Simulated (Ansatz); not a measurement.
**Nb2Sn2O7 (Fd-3m): the LDA gap against the k mesh of the density**

Aim: see how gap, energy and time of Nb2Sn2O7 (Fd-3m) follow the k mesh of the density.

Program: Ansatz 0.2.0. Level of theory: DFT, LDA, plane waves, PAW. Values are calculated unless marked as measured.

### Step 1. Set-up

It takes space group Fd-3m (No. 227, cubic). The conventional cell has a = 10.761 Å, b = 10.761 Å, c = 10.761 Å, α = 90.00°, β = 90.00°, γ = 90.00°. Nearest to Nb lie 6 O at 2.02 Å. Sn has 2 O at 2.33 Å nearest. Nearest to O lie 2 Nb at 2.02 Å. Nearest to O lie 4 Sn at 2.33 Å. Farther neighbours, and contacts between anions beyond the nearest, are not listed.

The cell and positions are those that the Materials Project relaxed with its own functionals (PBE, PBE+U or r2SCAN), kept fixed. The default PAW set here is soft_2. Its files were made with PBE.

### Step 2. k mesh of the density: 2×2×2

Input file input.yaml:

```yaml
crystal:
  lattice:
    - [0.0, 5.380295, 5.380295]
    - [5.380295, 0.0, 5.380295]
    - [5.380295, 5.380295, 0.0]
  atoms:
    - { symbol: Nb, position: [0.125, 0.125, 0.125] }
    - { symbol: Nb, position: [0.625, 0.125, 0.125] }
    - { symbol: Nb, position: [0.125, 0.125, 0.625] }
    - { symbol: Nb, position: [0.125, 0.625, 0.125] }
    - { symbol: Sn, position: [0.625, 0.625, 0.125] }
    - { symbol: Sn, position: [0.625, 0.625, 0.625] }
    - { symbol: Sn, position: [0.125, 0.625, 0.625] }
    - { symbol: Sn, position: [0.625, 0.125, 0.625] }
    - { symbol: O, position: [0.061003, 0.438997, 0.061003] }
    - { symbol: O, position: [0.061003, 0.061003, 0.438997] }
    - { symbol: O, position: [0.811003, 0.188997, 0.811003] }
    - { symbol: O, position: [0.061003, 0.438997, 0.438997] }
    - { symbol: O, position: [0.188997, 0.811003, 0.188997] }
    - { symbol: O, position: [0.438997, 0.061003, 0.061003] }
    - { symbol: O, position: [0.188997, 0.188997, 0.811003] }
    - { symbol: O, position: [0.188997, 0.811003, 0.811003] }
    - { symbol: O, position: [0.75, 0.75, 0.75] }
    - { symbol: O, position: [0.811003, 0.188997, 0.188997] }
    - { symbol: O, position: [0.438997, 0.438997, 0.061003] }
    - { symbol: O, position: [0.811003, 0.811003, 0.188997] }
    - { symbol: O, position: [0.5, 0.5, 0.5] }
    - { symbol: O, position: [0.438997, 0.061003, 0.438997] }
kpoints:
  mp_grid: { grid: [2, 2, 2] }
  band_path:
    path:
      - [0.0, 0.0, 0.0]
      - [0.5, 0.0, 0.5]
      - [0.625, 0.25, 0.625]
      - [0.375, 0.375, 0.75]
      - [0.5, 0.5, 0.5]
      - [0.5, 0.25, 0.75]
    npoints: 1
hamiltonian:
  xc: lda
scf:
  occupations: { method: fixed }
  n_extra_bands: 11
output:
  eigenvalues: true
  forces: true
  stress: true
```

The run is started by

```sh
> ansatz run input.yaml --threads 24 --pin off --max-ram 82944MiB --backend cuda --events-out ev --progress --plain --runs-dir out --devices 1 --max-vram 78GiB
```

The log of the run:

```text
scf.n_extra_bands = 11 over 96 filled bands (N_el = 192.0): the run solves 107 bands
GPUs: using 1 of 1 available (devices: 1).
Engine: ansatz 0.2.0, aarch64-unknown-linux-gnu
Pseudopotentials: kind: paw
Pseudopotential: Nb, paw, valence charge 13, recommended cutoff 420 eV (normal), Nb.paw.azcp
Pseudopotential: Sn, paw, valence charge 14, recommended cutoff 420 eV (normal), Sn.paw.azcp
Pseudopotential: O, paw, valence charge 6, recommended cutoff 420 eV (normal), O.paw.azcp
Functional definition: SPW92
  exchange = slater_x
  correlation = pw_c
device memory: the entry about to start is reckoned to put 6.2 GiB on a device that reports 172.7 GiB free (of which the cap on the GPU budget leaves the run 78.0 GiB)
GPU FFT provider: cuFFT
GPU libraries: cuBLAS 13.8.1, cuFFT 12.4.0, cuSOLVER 12.3.2
GPU matrix products: emulated (plane waves: as basis.precision tells), large ones in fixed point in workspaces of 1.00 GiB
Crystal: 22 atoms, lattice volume = 311.493 Å³
Basis set: ecut = 420 eV, 6081 PW (Γ)
Bands: 107, of which v1, the nominal top of the filled ones, is band 96 counted from 1 (95 counted from 0)
Symmetry: 48 space group operations
Space group: Fd-3m (ITA 227), of the structure as read, at distance tolerance 6.8e-5 Å
k-points: 3 of 8
Non-local potential: Nb, projectors of the file, l = 0: 3, l = 1: 2, l = 2: 2, l = 3: 1
Non-local potential: Sn, projectors of the file, l = 0: 2, l = 1: 2, l = 2: 2, l = 3: 2
Non-local potential: O, projectors of the file, l = 0: 2, l = 1: 2, l = 2: 1
PAW form: soft (Blöchl's): semilocal exchange-correlation on the pseudo side does not see the compensation charge
PAW frozen core: Nb, regenerated for the run's functional, and the local potential with it (the file was generated under x = pbe(κ = 0.804, μ = 0.219515), c = pbe(β = 0.066725))
PAW frozen core: Sn, regenerated for the run's functional, and the local potential with it (the file was generated under x = pbe(κ = 0.804, μ = 0.219515), c = pbe(β = 0.066725))
PAW frozen core: O, regenerated for the run's functional, and the local potential with it (the file was generated under x = pbe(κ = 0.804, μ = 0.219515), c = pbe(β = 0.066725))
PAW one-centre angular grid: Nb, 590 points (default); XC on 64 Gauss nodes
PAW one-centre angular grid: Sn, 590 points (default); XC on 64 Gauss nodes
PAW one-centre angular grid: O, 110 points (default); XC on 64 Gauss nodes
Initial density: superposition of atomic densities (neutral atoms: chi_scale 0, normalization atom), corrected by the library's trained network
Initial wavefunctions: pseudopotential atomic-orbital guess
GPU buffer pool allocated for 157464 grid points (all kernels)
GPU transforms: local potential and band sums: pruned to the plane-wave sphere, on 50×54×54
Functional: x = slater, c = lda
SCF iter   1: F=—  HF=-49073.055148 eV  |F-HF|=—  |Δ(HF+E_count)|=         —  Δρ=1.67e-2  dr2=8.29e-1  ethr=1.77e-3  ⟨swp⟩=5.0  Hψ=1133  notcnv=0  defer=20
preconditioner: auto → Resta (q_TF=auto, 2.517 Å⁻¹)  ε∞=5.6  [insulator: Δε(μ)=1.082 eV  Ē_g=12.362 eV  n_scr=64 (ndim 8)  ℏωp=26.6 eV  f_vac=0.037  ε∞_Penn≈5.6]
SCF iter   2: F=—  HF=-49072.869504 eV  |F-HF|=—  |Δ(HF+E_count)|=   1.86e-1  Δρ=6.62e-3  dr2=1.72e-1  ethr=4.32e-4  ⟨swp⟩=2.0  Hψ=560  notcnv=0  defer=26
SCF iter   3: F=—  HF=-49072.837565 eV  |F-HF|=—  |Δ(HF+E_count)|=   3.19e-2  Δρ=2.93e-3  dr2=3.70e-2  ethr=8.98e-5  ⟨swp⟩=2.0  Hψ=448  notcnv=0  defer=26
SCF iter   4: F=—  HF=-49072.827664 eV  |F-HF|=—  |Δ(HF+E_count)|=   9.90e-3  Δρ=1.18e-3  dr2=8.39e-3  ethr=1.93e-5  ⟨swp⟩=2.0  Hψ=432  notcnv=0  defer=27
SCF iter   5: F=—  HF=-49072.825836 eV  |F-HF|=—  |Δ(HF+E_count)|=   1.83e-3  Δρ=8.97e-4  dr2=2.20e-3  ethr=4.37e-6  ⟨swp⟩=2.0  Hψ=455  notcnv=0  defer=24
SCF iter   6: F=—  HF=-49072.825185 eV  |F-HF|=—  |Δ(HF+E_count)|=   6.52e-4  Δρ=1.55e-4  dr2=7.59e-5  ethr=1.15e-6  ⟨swp⟩=2.0  Hψ=451  notcnv=0  defer=18
SCF iter   7: F=—  HF=-49072.824777 eV  |F-HF|=—  |Δ(HF+E_count)|=   4.08e-4  Δρ=2.65e-5  dr2=2.23e-6  ethr=3.95e-8  ⟨swp⟩=2.0  Hψ=464  notcnv=0  defer=14
SCF iter   8: F=—  HF=-49072.824777 eV  |F-HF|=—  |Δ(HF+E_count)|=   7.75e-7  Δρ=6.90e-6  dr2=1.59e-7  ethr=1.16e-9  ⟨swp⟩=2.0  Hψ=547  notcnv=0  defer=14
SCF iter   9: F=-49072.824777 eV  HF=-49072.824777 eV  |F-HF|=1.02e-10  |Δ(HF+E_count)|=   2.25e-8  Δρ=1.89e-6  dr2=1.26e-8  ethr=5.21e-11  ⟨swp⟩=11.3  Hψ=1326  notcnv=0
SCF 1 converged in 9 iterations: F = -49072.824777 eV  dr2 = 1.26e-8
[...]
device memory: the entry about to start is reckoned to put 8.1 GiB on a device that reports 172.7 GiB free (of which the cap on the GPU budget leaves the run 78.0 GiB)
NSCF: frozen V_eff on 6 k-points
SCF converged after 9 iterations
Free energy (F): -49072.824777 eV
Harris-Foulkes:  -49072.824777 eV  (|F-HF|=1.02e-10)
Internal energy: -49072.824777 eV  (E = F + TS)
E sigma→0 (E₀):  -49072.824777 eV
Fermi energy:    9.372359 eV
--- Per-component energies (eV) ---
  E_band       = -1133.108096
  E_kinetic    = 4723.800644
  E_local      = -12003.836679  (includes V_loc(G=0)·N_el)
  E_nonlocal   = 1055.243588
  E_hartree    = 4980.927029
  E_xc         = -3222.899584
  E_vxc        = -2540.270688  (∫ρ·V_xc dr)
  E_paw        = -29866.587865  (= ΣΔE_a)
  E_vpaw       = -2329.939507  (= ΣTr[D̂ρ^β])
  E_aug_tail   = 0.034419  (compensation charges beyond the density's cutoff)
  E_ewald      = -14744.265601
  E_core_change = 4.759271  (= ΣΔE_core)
  E_smearing   = -0.000000  (= −TS)
  E_closure    = 0.000000  (closes the sum)
  Σ components = -49072.824777   (vs F -49072.824777, Δ=0.00e0)
--- Forces (eV/Å), atoms counted from 1 ---
  atom   1  Nb    -0.00000000     0.00000000     0.00000000
  atom   2  Nb     0.00000000    -0.00000000     0.00000000
  atom   3  Nb    -0.00000000     0.00000000    -0.00000000
  atom   4  Nb     0.00000000    -0.00000000    -0.00000000
  atom   5  Sn    -0.00000000    -0.00000000     0.00000000
  atom   6  Sn     0.00000000    -0.00000000    -0.00000000
  atom   7  Sn    -0.00000000     0.00000000     0.00000000
  atom   8  Sn    -0.00000000    -0.00000000    -0.00000000
  atom   9  O     -0.00000000     0.47916548    -0.00000000
  atom  10  O     -0.00000000     0.00000000     0.47916548
  atom  11  O     -0.00000000     0.47916548     0.00000000
  atom  12  O     -0.47916548     0.00000000     0.00000000
  atom  13  O     -0.00000000    -0.47916548     0.00000000
  atom  14  O      0.47916548    -0.00000000     0.00000000
[...]
atom  18  O     -0.47916548     0.00000000    -0.00000000
  atom  19  O     -0.00000000    -0.00000000    -0.47916548
  atom  20  O     -0.00000000    -0.00000000     0.47916548
  atom  21  O      0.00000000     0.00000000    -0.00000000
  atom  22  O     -0.00000000    -0.47916548    -0.00000000
  max |Σ_I F_I| component: 1.68e-16 eV/Å
--- Stress (GPa, compression-positive) ---
      -12.141340      -0.000000       0.000000
        0.000000     -12.141340       0.000000
        0.000000       0.000000     -12.141340
  P = ⅓ Tr σ = -12.1413 GPa (-121.413 kbar)
--- Band table (eV) ---
  k-point 0: bands = [... 92 lower, 6.8826, 9.1692, 9.1692, 9.1692, 10.2520, 10.2520, 10.5377, 10.5377, ... 7 higher]
  k-point 1: bands = [... 92 lower, 7.8804, 8.3682, 9.3724, 9.3724, 10.4680, 10.4680, 10.4804, 10.6167, ... 7 higher]
  k-point 2: bands = [... 92 lower, 8.1636, 8.1636, 9.3176, 9.3176, 10.4235, 10.4235, 10.6684, 10.6684, ... 7 higher]
```

Run time: 1.1 s. Hardware: 1 × NVIDIA GB200 (shared by 2 runs) with 24 threads of Arm Neoverse V2, shared host; peak memory 1.1 GiB; 2.7 s of CPU time.

In the SCF lines HF is the Harris–Foulkes energy and dr2 the Hartree energy of the density residual, in eV; the loop may stop once dr2 is under the threshold and the program's other checks hold. Hψ counts applications of the Hamiltonian.

Numbers from this step:

```yaml
pressure: -12.14 GPa
gap: 0.8796 eV
valence_top_at: L
conduction_bottom_at: Γ
least_direct_gap: 1.083 eV
```

The gap is indirect, with the least direct gap 0.20 eV higher.

### Step 3. k mesh of the density: 4×4×4 (the default)

input.yaml, as its differences from that of step 2:

```diff
@@ -29,12 +29,8 @@
 kpoints:
-  mp_grid: { grid: [2, 2, 2] }
+  mp_grid: { grid: [4, 4, 4] }
   band_path:
     path:
-      - [0.0, 0.0, 0.0]
-      - [0.5, 0.0, 0.5]
-      - [0.625, 0.25, 0.625]
-      - [0.375, 0.375, 0.75]
-      - [0.5, 0.5, 0.5]
-      - [0.5, 0.25, 0.75]
-    npoints: 1
+      - [[0.0, 0.0, 0.0], [0.5, 0.0, 0.5], [0.625, 0.25, 0.625]]
+      - [[0.375, 0.375, 0.75], [0.0, 0.0, 0.0], [0.5, 0.5, 0.5], [0.5, 0.25, 0.75], [0.5, 0.0, 0.5]]
+    npoints: 10
 hamiltonian:
@@ -42,3 +38,3 @@
 scf:
-  occupations: { method: fixed }
+  occupations: { method: fermi_dirac, width: 0.02 }
   n_extra_bands: 11
```

The log of the run:

```text
[...]
GPUs: using 1 of 1 available (devices: 1).
[...]
Crystal: 22 atoms, lattice volume = 311.493 Å³
Basis set: ecut = 420 eV, 6081 PW (Γ)
Bands: 107, of which v1, the nominal top of the filled ones, is band 96 counted from 1 (95 counted from 0)
[... 1 set-up line as in the run before ...]
[...]
k-points: 8 of 64
[...]
atom  21  O      0.00000000     0.00000000    -0.00000000
  atom  22  O     -0.00000000    -0.46294033    -0.00000000
  max |Σ_I F_I| component: 1.46e-16 eV/Å
--- Stress (GPa, compression-positive) ---
      -12.470100      -0.000000       0.000000
        0.000000     -12.470100       0.000000
       -0.000000       0.000000     -12.470100
  P = ⅓ Tr σ = -12.4701 GPa (-124.701 kbar)
--- Band table (eV; the first three rows and the last of 8) ---
[...]
[key lines of the parts left out:]
SCF converged after 9 iterations
Free energy (F): -49073.145598 eV
Fermi energy:    9.830715 eV
```

Run time: 2.4 s. Hardware: 1 × NVIDIA GB200 (shared by 2 runs) with 24 threads; peak memory 1.2 GiB.

This step gave:

* pressure: -12.47 GPa
* gap: 0.9394 eV
* valence top at: L
* conduction bottom at: Γ
* least direct gap: 1.147 eV

The gap is 0.939 eV, +0.060 eV from the run before at this level.

### Step 4. k mesh of the density: 6×6×6

input.yaml, as its differences from that of step 3:

```diff
@@ -29,8 +29,12 @@
 kpoints:
-  mp_grid: { grid: [4, 4, 4] }
+  mp_grid: { grid: [6, 6, 6] }
   band_path:
     path:
-      - [[0.0, 0.0, 0.0], [0.5, 0.0, 0.5], [0.625, 0.25, 0.625]]
-      - [[0.375, 0.375, 0.75], [0.0, 0.0, 0.0], [0.5, 0.5, 0.5], [0.5, 0.25, 0.75], [0.5, 0.0, 0.5]]
-    npoints: 10
+      - [0.0, 0.0, 0.0]
+      - [0.5, 0.0, 0.5]
+      - [0.625, 0.25, 0.625]
+      - [0.375, 0.375, 0.75]
+      - [0.5, 0.5, 0.5]
+      - [0.5, 0.25, 0.75]
+    npoints: 1
 hamiltonian:
@@ -38,3 +42,3 @@
 scf:
-  occupations: { method: fermi_dirac, width: 0.02 }
+  occupations: { method: fixed }
   n_extra_bands: 11
```

The log of the run:

```text
[...]
GPUs: using 1 of 1 available (devices: 1).
[...]
Crystal: 22 atoms, lattice volume = 311.493 Å³
Basis set: ecut = 420 eV, 6081 PW (Γ)
Bands: 107, of which v1, the nominal top of the filled ones, is band 96 counted from 1 (95 counted from 0)
[... 1 set-up line as in the run before ...]
[...]
k-points: 16 of 216
[...]
atom  21  O     -0.00000000    -0.00000000     0.00000000
  atom  22  O      0.00000000    -0.46264277    -0.00000000
  max |Σ_I F_I| component: 8.86e-16 eV/Å
--- Stress (GPa, compression-positive) ---
      -12.472521       0.000000       0.000000
        0.000000     -12.472521       0.000000
        0.000000       0.000000     -12.472521
  P = ⅓ Tr σ = -12.4725 GPa (-124.725 kbar)
--- Band table (eV; the first three rows and the last of 16) ---
[...]
[key lines of the parts left out:]
SCF converged after 9 iterations
Free energy (F): -49073.145632 eV
Fermi energy:    9.344332 eV
```

Elapsed: 1.6 s, on 1 × NVIDIA GB200 (shared by 2 runs) with 24 threads; peak memory 1.1 GiB.

Numbers from this step:

```
pressure             : -12.47 GPa
gap                  : 0.9400 eV
valence top at       : L
conduction bottom at : Γ
least direct gap     : 1.148 eV
```

The gap is 0.940 eV, +0.001 eV from the run before at this level.

### Step 5. The series

Differences are against the last row; a negative gap means that bands overlap, and a run with a band path holds that path's time. Times are wall times on 1 × NVIDIA GB200 (shared by 2 runs) with 24 threads of Arm Neoverse V2, shared host, good to a factor of about two.

| k mesh of the density | gap (eV) | direct gap (eV) | gap error (eV) | energy error (meV/atom) | irreducible k | time |
| --- | --- | --- | --- | --- | --- | --- |
| 2×2×2 | 0.880 | 1.083 | −0.060 | +14.6 | 3 | 1.1 s |
| 4×4×4 | 0.939 | 1.147 | −0.001 | +0.0 | 8 | 2.4 s |
| 6×6×6 | 0.940 | 1.148 | +0.000 | +0.0 | 16 | 1.6 s |

### Step 6. Outcome

```
2×2×2 : 0.880 eV
4×4×4 : 0.939 eV
6×6×6 : 0.940 eV
```

**Reading.** The gap holds to 0.02 eV from 4×4×4 on. At 2×2×2 the gap is off by −0.060 eV and the energy by +15 meV/atom. The gap is read over the mesh and added points near the edges, so meshes differ mainly through the density and, for a hybrid, the exchange operator.

[Long decimals in the printed logs are rounded to 6 places.]

[Logs are printed without paths, hosts, clocks, repeated set-up lines and the standing remarks that a program may print on its own settings, such as how far it seeks lower states.]

[Paths, hosts, dates, memory and timing lines, banners, echoed tables and standing remarks are left out of the program output; an Ansatz launch command may be rebuilt from the run's recorded settings. Measured values are a selection of at most five: reports struck by readers or far from the other reports are left out. None is set beside runs whose start may be inverted or whose files or cutoffs have a known fault.]

[Runs of the session that timed out or met a known fault of the program may be left out.]

[Cells called generated may have been cut or substituted from an entry of the Crystallography Open Database or the Materials Project.]

[Hosts, paths, dates, database ids (printed as entryN), source tags and the programs' standing remarks are cut or masked in the printed files.]

[Where the starting crystal was built by hand or by swapping elements, it need not be the compound's stable phase.]
